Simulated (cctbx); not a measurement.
# Accept or mend?

Cell a = 3.3890 Å, b = 3.3890 Å, c = 38.6490 Å, α = 90.00°, β = 90.00°, γ = 120.00°; space group R3m (no. 160). The compound is TaTiSe2S2.

The data are simulated with cctbx, not measured: Mo Kα, λ = 0.71073 Å, to d = 0.65 Å, 70 % of the full sphere, strongest reflection 20000 counts, noise from counting, a 2 % proportional error and a noise floor of 8 counts (s.d.); no absorption, and some extinction, which the refinements don't model.

An anisotropic refinement with weights 1/σ² prints:

```text
Rint 0.019, 446 unique reflections to 0.65 A
cycle     R1     wR2    GooF  max shift (A)
   1  0.0884  0.2088   9.755   0.02914
   3  0.0643  0.1524   7.120   0.00005
final R1 0.0643 wR2 0.1524 GooF 7.120  parameters 15  data/parameter 29.7
atom        x        y        z      Ueq    occ   su(xyz)  su(Uiso or U11)
Ta1    0.00000  0.00000  0.08357   0.0074  1.000  0.00003  0.0004
Se1    0.33333  0.66667  0.29283   0.0029  1.000  0.00010  0.0014
Se2    0.33333  0.66667  0.20924   0.0198  1.000  0.00017  0.0025
Ti1    0.66667  0.33333  0.25125   0.0268  1.000  0.00031  0.0033
S1     0.66667  0.33333  0.12485  -0.0034  1.000  0.00021  0.0014  NPD
difference map: max 14.31 min -7.04 rms 0.95
Q1    0.0000  0.0000  0.3779    3   14.44  2.47 A from Ta1
Q2    0.0000  0.0000  0.3331    3    8.83  2.50 A from Se1
Q3    0.0000  0.0000  0.2493    3    8.72  1.96 A from Ti1
Q4    0.0000  0.0000  0.0825    3    8.40  0.04 A from Ta1
Q5    0.0000  0.0000  0.7955    3    8.12  0.15 A from S1
Q6    0.0000  0.0000  0.4980    3    6.63  1.72 A from Se2
```

**Question.** Can this result stand? If not, what is the likely fault?

Mend it. The fault: an atom left out, S at (1/3, 2/3, 0.0426). Against the right model at the same level, R1 goes from 0.0089 to 0.0643 and GooF from 0.94 to 7.12, U of S1 shrinks from 0.0144 to -0.0034 Å², U of Se1 shrinks from 0.0096 to 0.0029 Å², the top difference peak, 14.4 e/Å³, lies 2.47 Å from Ta1 and S1 goes non-positive-definite. Q1 is the missing atom. With scattering power missing, scale and phases suffer, so peaks may also grow on the heavy atoms.

The compound is TaTiSe2S2. The right model at the same level gives:

```text
Rint 0.019, 446 unique reflections to 0.65 A
cycle     R1     wR2    GooF  max shift (A)
   1  0.0143  0.0353   1.654   0.00616
   2  0.0089  0.0201   0.944   0.00033
final R1 0.0089 wR2 0.0201 GooF 0.944  parameters 18  data/parameter 24.8
atom        x        y        z      Ueq    occ   su(xyz)  su(Uiso or U11)
Ta1    0.00000  0.00000  0.08334   0.0078  1.000  0.00001  0.0000
Se1    0.33333  0.66667  0.29349   0.0096  1.000  0.00002  0.0002
Se2    0.33333  0.66667  0.20962   0.0139  1.000  0.00002  0.0003
Ti1    0.66667  0.33333  0.25089   0.0170  1.000  0.00003  0.0003
S1     0.66667  0.33333  0.12557   0.0144  1.000  0.00007  0.0005
S2     0.33333  0.66667  0.04370   0.0177  1.000  0.00006  0.0006
Flack x: -0.003(10)
Hooft y: -0.016(13)  Bijvoet pairs: 212
difference map: max 0.39 min -0.55 rms 0.10
Q1    0.0908  0.5454  0.9786    9    0.39  1.43 A from Se1
Q2    0.2035  0.4071  0.7984    9    0.29  1.22 A from S1
Q3    0.0856  0.5428  0.1646    9    0.28  1.89 A from Se2
Q4    0.0103  0.2229  0.2375   18    0.28  1.48 A from Ti1
Q5    0.2024  0.4049  0.1183    9    0.28  1.73 A from S1
Q6    0.0000  0.0000  0.7652    3    0.28  1.04 A from S1
```

Isotropic U is held between 0.0001 and 1 Å² by the program, and listed peak heights are interpolated, so they can pass the grid's maximum.

This is a model crystal, built by substitution and not relaxed, with assumed displacement parameters.

[Middle refinement cycles are left out of these outputs.]

[Logs are printed without paths, hosts, clocks, repeated set-up lines and the standing remarks that a program may print on its own settings, such as how far it seeks lower states.]
